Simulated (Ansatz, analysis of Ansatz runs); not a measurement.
# Reproducing a measured charge-transition level: substitutional Se in Si, part 2 of 2

Subject: substitutional Se in Si. Wanted: its charge-transition level, in one set-up (PBE, 64-site cell, PBE lattice, 420 eV, k: the single point 1/4 1/4 1/4 then 2x2x2 shifted 0.5 0.5 0.5). The model is a cell of 64 host atoms with 1 Si taken out and 1 Se put in. The level is the Fermi energy at which two charge states have equal formation energy, after a correction for the images of the charge. A local or semilocal functional is the cheapest first rung.

Ansatz 0.2.0; PBE, 64-site cell, PBE lattice, 420 eV, k: the single point 1/4 1/4 1/4 then 2x2x2 shifted 0.5 0.5 0.5.

So far: Starting point; Relaxation, charge +2.

## 3. Single point, charge +2

The relaxed structure is kept, and the final numbers are taken at the final level and k-points.

This step: plane-wave PAW DFT, PBE; single point of a defect supercell.

The input, point0/input.yaml:

```yaml
crystal:
  lattice:
    - [10.93956649, 0.0, 0.0]
    - [0.0, 10.93956649, 0.0]
    - [0.0, 0.0, 10.93956649]
  atoms:
    - { symbol: Si, position: [-0.000917841, -0.001061667, 0.248664831] }
    - { symbol: Si, position: [-0.000916031, 0.248481794, -0.000885196] }
[... 1 atom line left out ...]
    - { symbol: Si, position: [0.240680606, 0.240548583, 0.240699695] }
[... 1 atom line left out ...]
    - { symbol: Si, position: [0.122988082, 0.377728636, 0.123027996] }
[... 1 atom line left out ...]
    - { symbol: Se, position: [0.373445636, 0.373271033, 0.373449549] }
[... 5 atom lines left out ...]
    - { symbol: Si, position: [0.123965501, 0.372722826, 0.626684945] }
    - { symbol: Si, position: [0.37284005, 0.123832786, 0.626695319] }
[... 5 atom lines left out ...]
    - { symbol: Si, position: [0.123969153, 0.626523396, 0.372880812] }
[... 1 atom line left out ...]
    - { symbol: Si, position: [0.372831397, 0.62651818, 0.124012702] }
[... 3 atom lines left out ...]
    - { symbol: Si, position: [0.243501799, 0.50869965, 0.508859062] }
[... 9 atom lines left out ...]
    - { symbol: Si, position: [0.626660083, 0.123840708, 0.372860715] }
    - { symbol: Si, position: [0.626643995, 0.372696155, 0.124010742] }
[... 3 atom lines left out ...]
    - { symbol: Si, position: [0.508858306, 0.243340118, 0.508885878] }
[... 6 atom lines left out ...]
    - { symbol: Si, position: [0.508811804, 0.508678683, 0.243540345] }
[... 14 atom lines left out ...]
    - { symbol: Si, position: [0.875595871, 0.875448118, 0.875619258] }
  host:
    repeats: [2, 2, 2]
    atoms:
      - { symbol: Si, position: [0.0, 0.0, 0.5] }
      - { symbol: Si, position: [0.0, 0.5, 0.0] }
      # ... 6 more atoms of the perfect host
total_charge: 2
basis:
  ecutwfc: 420
  xc_grid: 2
hamiltonian:
  xc: pbe
kpoints:
  mp_grid: { grid: [2, 2, 2], shift: [0.5, 0.5, 0.5] }
scf:
  occupations: { method: fermi_dirac, width: 0.01 }
  max_iter: 120
output:
  forces: true
  charged_corrections:
    epsilon: 12.98
    static_epsilon: 12.98
    defect_position: [0.375, 0.375, 0.375]
  eigenvalues: true
checkpoint:
  read: "../relax0.run"
  write: "../point0.run"
  compress: false
  write_wavefunctions: true
  write_every: 100000
```

Launch:

```
> ansatz run input.yaml --threads 4 --pin off --max-ram 7536MiB --backend cpu --events-out ev --progress --plain --runs-dir out
```

Numbers of over 12 decimals in the logs are rounded to 6 here.

Output:

```text
[...]
Crystal: 64 atoms, lattice volume = 1309.183 Å³
Basis set: ecut = 420 eV, 25677 PW (Γ), exchange–correlation on 150×150×150 points (8 copies of the dense FFT grid, shifted against one another)
Bands: 197, of which v1, the nominal top of the filled ones, is band 133 counted from 1 (132 counted from 0)
Symmetry: 1 space group operations
[...]
k-points: 4 of 8 (time reversal used)
[...]
iter 1 solved again at ethr=2.38e-5 eV; its pass at ethr=3.10e-3 eV (dr2=6.34e-2 eV) is discarded
[...]
SCF iter   7: F=-45536.959431 eV  HF=-45536.959431 eV  |F-HF|=2.43e-8  |Δ(HF+E_count)|=   6.27e-8  Δρ=1.42e-6  dr2=2.47e-8  ethr=3.76e-11  ⟨swp⟩=9.0  Hψ=3367  notcnv=0
SCF 1 converged in 7 iterations: F = -45536.959431 eV  dr2 = 2.47e-8
[...]
SCF converged after 7 iterations
Free energy (F): -45536.959431 eV
[...]
Internal energy: -45536.959431 eV  (E = F + TS)
E sigma→0 (E₀):  -45536.959431 eV
Fermi energy:    6.157312 eV
[...]
--- Forces (eV/Å), atoms counted from 1 ---
  atom   1  Si     0.04476880     0.04539562     0.05440274
  atom   2  Si     0.04515277     0.05495483     0.04534626
  [... 1 atom left out ...]
  atom   4  Si    -0.00500166    -0.00519320    -0.00471732
  [... 3 atoms left out ...]
  atom   8  Se     0.11350634     0.11559339     0.11703225
  [... 5 atoms left out ...]
  atom  14  Si     0.00086609    -0.03477517    -0.01594696
  [... 6 atoms left out ...]
  atom  21  Si     0.00086999    -0.01591423    -0.03469136
  [... 1 atom left out ...]
  atom  23  Si    -0.03430357    -0.01686799     0.00087377
  [... 3 atoms left out ...]
  atom  27  Si    -0.04200655    -0.02708611    -0.02686978
  [... 9 atoms left out ...]
  atom  37  Si    -0.01621759    -0.00014142    -0.03316085
  atom  38  Si    -0.01633396    -0.03360097     0.00048639
  [... 3 atoms left out ...]
  atom  42  Si    -0.02764045    -0.04136762    -0.02792232
  [... 6 atoms left out ...]
  atom  49  Si    -0.02570408    -0.02604681    -0.04246844
  [... 15 atoms left out ...]
  max |Σ_I F_I| component: 9.06e-6 eV/Å
--- Charged-cell corrections in eV (Makov–Payne, q = +2.000 e, ε = 12.980) ---
[...]
E_corr1          = +0.575456  (monopole, q²α_M/2εL)
[...]
--- Band table (eV) ---
[...]
[... further k-points left out ...]
```

It took 63 s on 4 threads of Arm Neoverse V2, shared host; peak memory 4.6 GiB.

Read from the output:

```yaml
free_energy: -45536.9594 eV
```

The other runs of this kind differ in structure, charge or spin alone:

```csv
run,outcome,energy less the first (eV),moment (μB),time
"single point, charge +2",converged,0.0000,0.00,63 s
"single point, charge +1",converged,6.5279,1.00,2.6 min
"single point, charge 0",converged,13.1780,0.00,67 s
```

## 4. Charge-transition levels

A charged cell feels its images and has its own zero of potential; this step corrects both and places the level between the host's band edges.

This step: place-levels on PBE runs: charge-transition levels with image-charge correction and potential alignment at the atomic sites.

The input, levels.yaml:

```yaml
host:
  run: host.point.run
  levels_from: { run: edges.run }
states: [point0.run, point1.run, point2.run]
geometry_from:
  point0.run: relax0.run
  point1.run: relax1.run
  point2.run: relax2.run
  host.point.run: host.relax.run
```

Launch:

```
> ansatz place-levels levels.yaml -- --threads 4 --pin off --max-ram 7536MiB
```

Output:

```text
(+2/+1) 0.043 eV above the valence edge, 0.553 eV under the conduction edge
(+1/0) 0.405 eV above the valence edge, 0.190 eV under the conduction edge
  edges by pbe of host.levels_from (edges.run), its mesh sampled to repeats of 27.07 Å (the valence edge +0.289 eV and the conduction edge -0.316 eV from those of the host's own run), gap 0.596 eV; the host is sampled to repeats of 30.94 Å
  the defect's cells are sampled to repeats of 30.94 Å, like sampling
  charge +2: -45536.2712 eV with its correction of +0.688 eV, at epsilon 12.98, aligned at sites: +0.0564 eV, mean over 35 atomic sites at or beyond 5.47 Å from the host's site at [0.3751, 0.3751, 0.3751] by the defect at [0.3750, 0.3750, 0.3750], with [...]
[...]
charge 0: +0.000 eV for its dipole among its images, +0.000 omitted
  of states[0] (point0.run): how wide its charge is, is not read beside other atoms or cores, and a band state would take no correction. [...]
[...]
of states[2] (point2.run): its displacements don't fall off away from the defect: farther atoms stand 0.012 Å off the host's places. [...]
```

Wall time 0.2 s (4 threads).

Read from the output:

```yaml
gap: 0.5955 eV
```

## 5. Results

- static dielectric constant used: 13.0
- band gap of the host: 0.60 eV
- (plus 2/plus 1) level below the conduction-band bottom: 0.55 eV
- (plus 1/0) level below the conduction-band bottom: 0.19 eV
- time of the whole chain: 9.9 min on 4 threads

In words: (+1/0) level below the conduction-band bottom: computed 0.19 eV, measured 0.307 eV; 0.12 eV shallower than the measurement. (+2/+1) level below the conduction-band bottom: computed 0.55 eV, measured 0.593 eV; 0.04 eV shallower than the measurement. The level is counted in a gap of 0.60 eV, and the correction is screened by a dielectric constant of 13.0 from a linear-response run on the host (PBE). Levels hang on the band edges, which semilocal functionals place too close together.

[Logs are printed without paths, hosts, clocks, repeated set-up lines and the standing remarks that a program may print on its own settings, such as how far it seeks lower states.]

[Hosts, paths, dates, database ids (printed as entryN), source tags and the programs' standing remarks are cut or masked in the printed files.]

[For some hosts the program warned that the k-mesh of the response run may be too coarse for force constants and the static dielectric constant; such warnings are not shown here.]
